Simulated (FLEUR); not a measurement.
# MnHg: which magnetic order is lowest, part 2 of 3

Does MnHg prefer parallel or opposed moments?

FLEUR MaX-R8.1; PBEsol; all-electron FLAPW, Dirac cores, scalar-relativistic bands.

So far, largest spin moment in the muffin-tin sphere (μB): step 2 (start 1: ferro +) 3.93; step 3 (order 2, typed as antiferro q=(0,1/2,1/2) +-) 3.92.

## (4) Start 3: antiferro q=(0,0,1/2) +-

An opposed order shows whether neighbours prefer unlike signs.

This order needs a doubled cell of 4 atoms. The mesh is halved along the doubled vector, so that both cells sample the same points. The k list default-1 (kpts.xml, not shown) is a Γ-centred 8×8×4 mesh.

File inp.xml:

```
<?xml version="1.0" encoding="UTF-8" standalone="no"?>
<fleurInput fleurInputVersion="0.39">
   <comment>
      MnHg
   </comment>
   <calculationSetup>
      <cutoffs Kmax="3.6" Gmax="10.8" GmaxXC="10.8" numbands="0"/>
      <scfLoop itmax="90" minDistance="0.00002" maxIterBroyd="15" imix="Anderson" alpha="0.05" precondParam="0.0" spinf="2.0" sdNocoIR="T"/>
      <coreElectrons ctail="T" frcor="F" kcrel="0" coretail_lmax="0"/>
      <xcFunctional name="PBEs" relativisticCorrections="F"/>
      <magnetism jspins="2"/>
      <soc l_soc="F" theta="0.0" phi="0.0" spav="F"/>
      <expertModes spex="0" secvar="F"/>
      <geometryOptimization l_f="F" forcealpha="1.0" forcemix="BFGS" epsdisp="0.00001" epsforce="0.00001"/>
      <ldaU l_linMix="F" mixParam="0.05" spinf="1.0"/>
   </calculationSetup>
   <cell>
      <bzIntegration valenceElectrons="66.0" mode="hist" fermiSmearingEnergy="0.00110248">
         <kPointListSelection listName="default-1"/>
         <xi:include xmlns:xi="http://www.w3.org/2001/XInclude" href="kpts.xml"> </xi:include>
      </bzIntegration>
      <xi:include xmlns:xi="http://www.w3.org/2001/XInclude" href="sym.xml"> </xi:include>
      <bulkLattice scale="1.0">
         <bravaisMatrix>
            <row-1>    6.2644421030489994     0.0000000000000000     0.0000000000000000</row-1>
            <row-2>    0.0000000000000000     6.2644421030489994     0.0000000000000000</row-2>
            <row-3>    0.0000000000000000     0.0000000000000000    12.5288842060979988</row-3>
         </bravaisMatrix>
      </bulkLattice>
   </cell>
   <atomSpecies>
      <species name="Manganese 3.501" element="Mn" atomicNumber="25">
         <mtSphere radius="2.64" gridPoints="873" logIncrement="0.014"/>
         <atomicCutoffs lmax="10" lnonsphr="8"/>
         <electronConfig flipSpins="F">
            <coreConfig>(1s1/2) (2s1/2) (2p1/2) (2p3/2)</coreConfig>
            <valenceConfig>(3s1/2) (3p1/2) (3p3/2) (4s1/2) (3d3/2) (3d5/2)</valenceConfig>
            <stateOccupation state="(3d3/2)" spinUp="1.2505" spinDown="0.7495"/>
            <stateOccupation state="(3d5/2)" spinUp="3.0" spinDown="0.0"/>
         </electronConfig>
         <energyParameters s="4" p="4" d="3" f="4"/>
         <lo type="SCLO" l="0" n="3" eDeriv="0"/>
         <lo type="SCLO" l="1" n="3" eDeriv="0"/>
      </species>
      <species name="Manganese -3.501" element="Mn" atomicNumber="25">
         <mtSphere radius="2.64" gridPoints="873" logIncrement="0.014"/>
         <atomicCutoffs lmax="10" lnonsphr="8"/>
         <electronConfig flipSpins="F">
            <coreConfig>(1s1/2) (2s1/2) (2p1/2) (2p3/2)</coreConfig>
            <valenceConfig>(3s1/2) (3p1/2) (3p3/2) (4s1/2) (3d3/2) (3d5/2)</valenceConfig>
            <stateOccupation state="(3d3/2)" spinUp="0.7495" spinDown="1.2505"/>
            <stateOccupation state="(3d5/2)" spinUp="0.0" spinDown="3.0"/>
         </electronConfig>
         <energyParameters s="4" p="4" d="3" f="4"/>
         <lo type="SCLO" l="0" n="3" eDeriv="0"/>
         <lo type="SCLO" l="1" n="3" eDeriv="0"/>
      </species>
      <species name="Mercury (Hg)" element="Hg" atomicNumber="80">
         <mtSphere radius="2.64" gridPoints="873" logIncrement="0.015"/>
         <atomicCutoffs lmax="10" lnonsphr="8"/>
         <electronConfig flipSpins="F">
            <coreConfig>(1s1/2) (2s1/2) (2p1/2) (2p3/2) (3s1/2) (3p1/2) (3p3/2) (4s1/2) (3d3/2) (3d5/2) (4p1/2) (4p3/2) (5s1/2) (4d3/2) (4d5/2) (4f5/2) (4f7/2)</coreConfig>
            <valenceConfig>(5p1/2) (5p3/2) (6s1/2) (5d3/2) (5d5/2)</valenceConfig>
         </electronConfig>
         <energyParameters s="6" p="6" d="5" f="5"/>
         <lo type="SCLO" l="1" n="5" eDeriv="0"/>
      </species>
   </atomSpecies>
   <atomGroups>
      <atomGroup species="Manganese 3.501">
         <relPos label="                   1">1.000/2.000 1.000/2.000 .0000000000</relPos>
         <force calculate="T" relaxXYZ="TTT"/>
      </atomGroup>
      <atomGroup species="Manganese -3.501">
         <relPos label="                   2">1.000/2.000 1.000/2.000 1.000/2.000</relPos>
         <force calculate="T" relaxXYZ="TTT"/>
      </atomGroup>
      <atomGroup species="Mercury (Hg)">
         <relPos label="                   3">.0000000000 .0000000000 -1.000/4.000</relPos>
         <relPos label="                   4">.0000000000 .0000000000 1.000/4.000</relPos>
         <force calculate="T" relaxXYZ="TTT"/>
      </atomGroup>
   </atomGroups>
   <output dos="F" band="F" slice="F">
      <bandDOS minEnergy="-.5*Htr" maxEnergy="0.5*Htr" sigma="0.015" storeEVData="T"/>
      <plotting iplot="0" polar="F">
         <plot TwoD="T" vec1="  1.0  0.0  0.0" vec2="  0.0  1.0  0.0" vec3="  0.0  0.0  1.0" zero="  0.0  0.0  0.0" file="plot"/>
      </plotting>
      <moessbauerParams electricFieldGradient="F" isomerShift="F" coreHyperfine="F" valenceHyperfine="F"/>
   </output>
</fleurInput>
```

File crystal.txt:

```
MnHg
&input film=F cartesian=F /
3.31500000000  0.00000000000  0.00000000000
0.00000000000  3.31500000000  0.00000000000
0.00000000000  0.00000000000  6.63000000000
1.8897261246
1.0 1.0 1.0

4
25 0.50000000000  0.50000000000  0.25000000000 : 3.501
25 0.50000000000  0.50000000000  0.75000000000 : -3.501
80 0.00000000000  0.00000000000  0.00000000000
80 0.00000000000  0.00000000000  0.50000000000

&kpt div1=8 div2=8 div3=4 gamma=T /
```

The run is started by

```sh
$ OMP_NUM_THREADS=1 inpgen -f crystal.txt > inpgen.log  # inp.xml is then edited as shown
$ OMP_NUM_THREADS=1 mpirun -n 2 fleur_MPI > fleur.log
```

What it wrote:

```text
[banner, memory and clock lines left out]
Welcome to FLEUR        (www.flapw.de)
      MaX-Release 8.1          (www.max-centre.eu)

 ========== k-point set info ==========
 Selected k-point list: default-1
 k-point list type: mesh
 0 x 0 x 0
 Number of k points: 46

 [... set-up left out ...]
 Iteration:     1   Distance:      17.46144785 me/bohr^3
 Iteration:     2   Distance:      13.50104574 me/bohr^3
 Iteration:     3   Distance:       8.20522070 me/bohr^3
 Iteration:     4   Distance:       5.56339946 me/bohr^3
 Iteration:     5   Distance:       4.35156756 me/bohr^3
[...]
<sumOfEigenvalues value="   -25563.1299593854">
               <coreElectrons value="-25515.2951207160"/>
               <valenceElectrons value="-47.8348386695"/>
            </sumOfEigenvalues>
         [... left out ...]
            <freeEnergy value="-41627.9193576276"/>
            <extrapolationTo0K value="-41627.9191728181"/>
         </totalEnergy>
         <densityConvergence units="me/bohr^3">
            <chargeDensity spin="1" distance="0.0000033913"/>
            <chargeDensity spin="2" distance="0.0000032231"/>
            <overallChargeDensity distance="0.0000038131"/>
            <spinDensity distance="0.0000054073"/>
         </densityConvergence>
      </iteration>
```

It took 2.1 min on 2 MPI ranks of Arm Neoverse V1, shared host; peak memory 0.21 GiB; 4.1 min of CPU time.

Spin moment in the muffin-tin sphere by atom:

```tsv
atom	spin moment in the muffin-tin sphere (μB)
Mn1	3.93
Mn2	-3.93
Hg3	0.00
Hg4	0.00
```

Numbers from this step:

```yaml
free_energy: -1132753.3923 eV
program_s_band_gap_on_this_mesh_in_a_metal_only_a_level_spacing: 0 eV
magnetization: 0 μB
final_state: antiferromagnetic
```

It lies 44.2 meV a seeded atom under the first start, and its largest moment is 3.93 μB against 3.93 μB.

## (5) Run 4 (antiferro q=(1/2,1/2,1/2) +-)

An opposed order shows whether neighbours prefer unlike signs.

This order needs a doubled cell of 4 atoms. The mesh is halved along the doubled vector, so that both cells sample the same points. The k list default-1 (kpts.xml, not shown) is a Γ-centred 4×8×8 mesh.

inp.xml: that of step 4 with these lines changed.

```diff
@@ -24,5 +24,5 @@
          <bravaisMatrix>
-            <row-1>    6.2644421030489994     0.0000000000000000     0.0000000000000000</row-1>
-            <row-2>    0.0000000000000000     6.2644421030489994     0.0000000000000000</row-2>
-            <row-3>    0.0000000000000000     0.0000000000000000    12.5288842060979988</row-3>
+            <row-1>   12.5288842060979988     0.0000000000000000     0.0000000000000000</row-1>
+            <row-2>    6.2644421030489994     6.2644421030489994     0.0000000000000000</row-2>
+            <row-3>    6.2644421030489994     0.0000000000000000     6.2644421030489994</row-3>
          </bravaisMatrix>
@@ -70,3 +70,3 @@
       <atomGroup species="Manganese 3.501">
-         <relPos label="                   1">1.000/2.000 1.000/2.000 .0000000000</relPos>
+         <relPos label="                   1">1.000/2.000 1.000/2.000 1.000/2.000</relPos>
          <force calculate="T" relaxXYZ="TTT"/>
@@ -74,3 +74,3 @@
       <atomGroup species="Manganese -3.501">
-         <relPos label="                   2">1.000/2.000 1.000/2.000 1.000/2.000</relPos>
+         <relPos label="                   2">.0000000000 1.000/2.000 1.000/2.000</relPos>
          <force calculate="T" relaxXYZ="TTT"/>
@@ -78,4 +78,4 @@
       <atomGroup species="Mercury (Hg)">
-         <relPos label="                   3">.0000000000 .0000000000 -1.000/4.000</relPos>
-         <relPos label="                   4">.0000000000 .0000000000 1.000/4.000</relPos>
+         <relPos label="                   3">-1.000/4.000 .0000000000 .0000000000</relPos>
+         <relPos label="                   4">1.000/4.000 .0000000000 .0000000000</relPos>
          <force calculate="T" relaxXYZ="TTT"/>
```

File crystal.txt:

```
MnHg
&input film=F cartesian=F /
6.63000000000  0.00000000000  0.00000000000
3.31500000000  3.31500000000  0.00000000000
3.31500000000  0.00000000000  3.31500000000
1.8897261246
1.0 1.0 1.0

4
25 0.75000000000  0.50000000000  0.50000000000 : 3.501
25 0.25000000000  0.50000000000  0.50000000000 : -3.501
80 0.00000000000  0.00000000000  0.00000000000
80 0.50000000000  0.00000000000  0.00000000000

&kpt div1=4 div2=8 div3=8 gamma=T /
```

What it wrote:

```text
[banner, memory and clock lines left out]
Welcome to FLEUR        (www.flapw.de)
      MaX-Release 8.1          (www.max-centre.eu)

 ========== k-point set info ==========
 Selected k-point list: default-1
 k-point list type: mesh
 0 x 0 x 0
 Number of k points: 40

 [... set-up left out ...]
 Iteration:     1   Distance:      17.06176321 me/bohr^3
 Iteration:     2   Distance:      13.23674450 me/bohr^3
 Iteration:     3   Distance:       8.12045426 me/bohr^3
 Iteration:     4   Distance:       5.33610196 me/bohr^3
 Iteration:     5   Distance:       4.30744248 me/bohr^3
[...]
<sumOfEigenvalues value="   -25563.2027387774">
               <coreElectrons value="-25515.3236788224"/>
               <valenceElectrons value="-47.8790599550"/>
            </sumOfEigenvalues>
         [... left out ...]
            <freeEnergy value="-41627.9226172919"/>
            <extrapolationTo0K value="-41627.9223789135"/>
         </totalEnergy>
         <densityConvergence units="me/bohr^3">
            <chargeDensity spin="1" distance="0.0000021537"/>
            <chargeDensity spin="2" distance="0.0000021524"/>
            <overallChargeDensity distance="0.0000034965"/>
            <spinDensity distance="0.0000025136"/>
         </densityConvergence>
      </iteration>
```

Run time: 2.1 min. Hardware: 2 MPI ranks; peak memory 0.21 GiB.

This step gave:

```yaml
free_energy: -1132753.4810 eV
program_s_band_gap_on_this_mesh_in_a_metal_only_a_level_spacing: 4.41e-8 eV
magnetization: 0 μB
final_state: antiferromagnetic
largest_moment: 3.946 μB
```

It lies 88.5 meV a seeded atom under the first start, and its largest moment is 3.95 μB against 3.93 μB.

## (6) Run 5 (no spin polarisation)

A spinless run gives the zero against which the gain from the moments is read.

The k list default-1 (kpts.xml, not shown) is a Γ-centred 8×8×8 mesh.

File inp.xml:

```
<?xml version="1.0" encoding="UTF-8" standalone="no"?>
<fleurInput fleurInputVersion="0.39">
   <comment>
      MnHg
   </comment>
   <calculationSetup>
      <cutoffs Kmax="3.6" Gmax="10.8" GmaxXC="10.8" numbands="0"/>
      <scfLoop itmax="90" minDistance="0.00002" maxIterBroyd="15" imix="Anderson" alpha="0.05" precondParam="0.0" spinf="2.0" sdNocoIR="T"/>
      <coreElectrons ctail="T" frcor="F" kcrel="0" coretail_lmax="0"/>
      <xcFunctional name="PBEs" relativisticCorrections="F"/>
      <magnetism jspins="1"/>
      <soc l_soc="F" theta="0.0" phi="0.0" spav="F"/>
      <expertModes spex="0" secvar="F"/>
      <geometryOptimization l_f="F" forcealpha="1.0" forcemix="BFGS" epsdisp="0.00001" epsforce="0.00001"/>
      <ldaU l_linMix="F" mixParam="0.05" spinf="1.0"/>
   </calculationSetup>
   <cell>
      <bzIntegration valenceElectrons="33.0" mode="hist" fermiSmearingEnergy="0.00110248">
         <kPointListSelection listName="default-1"/>
         <xi:include xmlns:xi="http://www.w3.org/2001/XInclude" href="kpts.xml"> </xi:include>
      </bzIntegration>
      <xi:include xmlns:xi="http://www.w3.org/2001/XInclude" href="sym.xml"> </xi:include>
      <bulkLattice scale="1.0">
         <bravaisMatrix>
            <row-1>    6.2644421030489994     0.0000000000000000     0.0000000000000000</row-1>
            <row-2>    0.0000000000000000     6.2644421030489994     0.0000000000000000</row-2>
            <row-3>    0.0000000000000000     0.0000000000000000     6.2644421030489994</row-3>
         </bravaisMatrix>
      </bulkLattice>
   </cell>
   <atomSpecies>
      <species name="Manganese (Mn)" element="Mn" atomicNumber="25">
         <mtSphere radius="2.64" gridPoints="873" logIncrement="0.014"/>
         <atomicCutoffs lmax="10" lnonsphr="8"/>
         <electronConfig flipSpins="F">
            <coreConfig>(1s1/2) (2s1/2) (2p1/2) (2p3/2)</coreConfig>
            <valenceConfig>(3s1/2) (3p1/2) (3p3/2) (4s1/2) (3d3/2) (3d5/2)</valenceConfig>
            <stateOccupation state="(3d3/2)" spinUp="1.000000" spinDown="1.000000"/>
            <stateOccupation state="(3d5/2)" spinUp="1.500000" spinDown="1.500000"/>
         </electronConfig>
         <energyParameters s="4" p="4" d="3" f="4"/>
         <lo type="SCLO" l="0" n="3" eDeriv="0"/>
         <lo type="SCLO" l="1" n="3" eDeriv="0"/>
      </species>
      <species name="Mercury (Hg)" element="Hg" atomicNumber="80">
         <mtSphere radius="2.64" gridPoints="873" logIncrement="0.015"/>
         <atomicCutoffs lmax="10" lnonsphr="8"/>
         <electronConfig flipSpins="F">
            <coreConfig>(1s1/2) (2s1/2) (2p1/2) (2p3/2) (3s1/2) (3p1/2) (3p3/2) (4s1/2) (3d3/2) (3d5/2) (4p1/2) (4p3/2) (5s1/2) (4d3/2) (4d5/2) (4f5/2) (4f7/2)</coreConfig>
            <valenceConfig>(5p1/2) (5p3/2) (6s1/2) (5d3/2) (5d5/2)</valenceConfig>
         </electronConfig>
         <energyParameters s="6" p="6" d="5" f="5"/>
         <lo type="SCLO" l="1" n="5" eDeriv="0"/>
      </species>
   </atomSpecies>
   <atomGroups>
      <atomGroup species="Manganese (Mn)">
         <relPos label="                   1">1.000/2.000 1.000/2.000 1.000/2.000</relPos>
         <force calculate="T" relaxXYZ="TTT"/>
      </atomGroup>
      <atomGroup species="Mercury (Hg)">
         <relPos label="                   2">.0000000000 .0000000000 .0000000000</relPos>
         <force calculate="T" relaxXYZ="TTT"/>
      </atomGroup>
   </atomGroups>
   <output dos="F" band="F" slice="F">
      <bandDOS minEnergy="-.5*Htr" maxEnergy="0.5*Htr" sigma="0.015" storeEVData="T"/>
      <plotting iplot="0" polar="F">
         <plot TwoD="T" vec1="  1.0  0.0  0.0" vec2="  0.0  1.0  0.0" vec3="  0.0  0.0  1.0" zero="  0.0  0.0  0.0" file="plot"/>
      </plotting>
      <moessbauerParams electricFieldGradient="F" isomerShift="F" coreHyperfine="F" valenceHyperfine="F"/>
   </output>
</fleurInput>
```

File crystal.txt:

```
MnHg
&input film=F cartesian=F /
3.31500000000  0.00000000000  0.00000000000
0.00000000000  3.31500000000  0.00000000000
0.00000000000  0.00000000000  3.31500000000
1.8897261246
1.0 1.0 1.0

2
25 0.50000000000  0.50000000000  0.50000000000
80 0.00000000000  0.00000000000  0.00000000000

&kpt div1=8 div2=8 div3=8 gamma=T /
```

What it wrote:

```text
[banner, memory and clock lines left out]
Welcome to FLEUR        (www.flapw.de)
      MaX-Release 8.1          (www.max-centre.eu)

 ========== k-point set info ==========
 Selected k-point list: default-1
 k-point list type: mesh
 0 x 0 x 0
 Number of k points: 36

 [... set-up left out ...]
 Iteration:     1   Distance:      23.56266517 me/bohr^3
 Iteration:     2   Distance:      15.39328810 me/bohr^3
 Iteration:     3   Distance:      10.05942091 me/bohr^3
 Iteration:     4   Distance:       8.96523212 me/bohr^3
 Iteration:     5   Distance:      13.18842582 me/bohr^3
[...]
<FermiEnergy value="0.2852990953" units="Htr"/>
         [... left out ...]
         <totalEnergy value="   -20813.9052915119" units="Htr">
            <sumOfEigenvalues value="   -12782.5432966939">
               <coreElectrons value="-12758.5273728893"/>
               <valenceElectrons value="-24.0159238046"/>
            </sumOfEigenvalues>
         [... left out ...]
            <freeEnergy value="-20813.9057833314"/>
            <extrapolationTo0K value="-20813.9055374217"/>
         </totalEnergy>
         <densityConvergence units="me/bohr^3">
            <chargeDensity spin="1" distance="0.0000063227"/>
         </densityConvergence>
      </iteration>
```

Run time: 15 s. Hardware: 2 MPI ranks; peak memory 0.14 GiB.

This step gave:

```yaml
free_energy: -566375.2296 eV
program_s_band_gap_on_this_mesh_in_a_metal_only_a_level_spacing: 0.06493 eV
final_state: non-magnetic (no spin polarisation)
```

It lies 1422 meV a seeded atom over the first start.

(Part 2 of 3 ends here.)

[Logs and program files are shortened in this print: banners, set-up blocks, solver, clock and traceback lines can be left out without a mark of their own.]

[Logs are printed without paths, hosts, clocks, repeated set-up lines and the standing remarks that a program may print on its own settings, such as how far it seeks lower states.]

[Hosts, paths, dates, database ids (printed as entryN), source tags and the programs' standing remarks are cut or masked in the printed files.]

[Where a cell is said to come from a database of computed structures, the database is the Materials Project.]
